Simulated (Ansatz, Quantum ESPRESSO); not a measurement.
**SrTiO3 [001], cubic perovskite: pulling along c**

The c axis is held at a set length while the cell relaxes sideways. How do the lateral strain and the stress follow? The strained cell has c along the load; unstrained it is a = 3.8913 Å, b = 3.8913 Å, c = 3.8913 Å, α = 90.00°, β = 90.00°, γ = 90.00°, with 5 atoms. The symmetry of the cell is held, so distortions that would lower it, which this phase may prefer, aren't tested.

Calculated with Ansatz 0.2.0, PBEsol, PAW files of the set soft_1, cutoff 600 eV, Fermi–Dirac smearing 0.02 eV, k-mesh 7×7×7, no spin polarisation, no spin-orbit coupling.

Relaxed positions at 0 %:

```csv
atom,x,y,z
Sr,0.0000,0.0000,0.0000
Ti,0.5000,0.5000,0.5000
O,0.5000,0.5000,0.0000
O,0.5000,0.0000,0.5000
O,0.0000,0.5000,0.5000
```

```
ε_c (%)   a (Å)   c (Å)  ε_a (%)  σ (GPa, tension positive)
     −3  3.9195  3.7746    0.723                     −10.59
     −2  3.9098  3.8135    0.474                      −6.71
     −1  3.9006  3.8524    0.238                      −3.18
      0  3.8913  3.8913    0.000                       0.00
      1  3.8826  3.9303   −0.224                       2.88
      3  3.8662  4.0081   −0.647                       7.84
```

**Question.** Fit both responses and give the free strain and the stress at +2 %, a row left out above.

Least squares with y = y0 + y1 ε + y2 ε² (ε in %) gives ε_a = 0.002 + (−0.2285) ε + (0.0040) ε² and σ = 0.01 + (3.065) ε + (−0.153) ε² GPa. The linear terms put the ratio of free to applied strain at −0.229 and the Young modulus at 307 GPa.

At +2 % the free strain comes out as −0.439 %. The run itself gives −0.440 %, so the estimate misses by 0.001 %, a rounding's worth.

The stress comes out as 5.53 GPa. The run itself gives 5.49 GPa, so the estimate misses by 0.04 GPa; the fitted rows themselves lie up to 0.04 GPa off the law.

Along a cube axis ν = C12/(C11 + C12) and Y = (C11 − C12)(C11 + 2C12)/(C11 + C12), so C11 = Y(1 − ν)/[(1 + ν)(1 − 2ν)] = 354 GPa and C12 = 105 GPa. Measured: 322 and 104 GPa (arxiv:2303.03473).

The negative ε² term means that the crystal stiffens in compression and softens in tension.

The same fit over all rows at other levels or in other programs gives the strain ratio = −0.228 with PBEsol (Quantum ESPRESSO, GBRV) and −0.228 with PBEsol (Quantum ESPRESSO, PseudoDojo).

[Logs are printed without paths, hosts, clocks, repeated set-up lines and the standing remarks that a program may print on its own settings, such as how far it seeks lower states.]
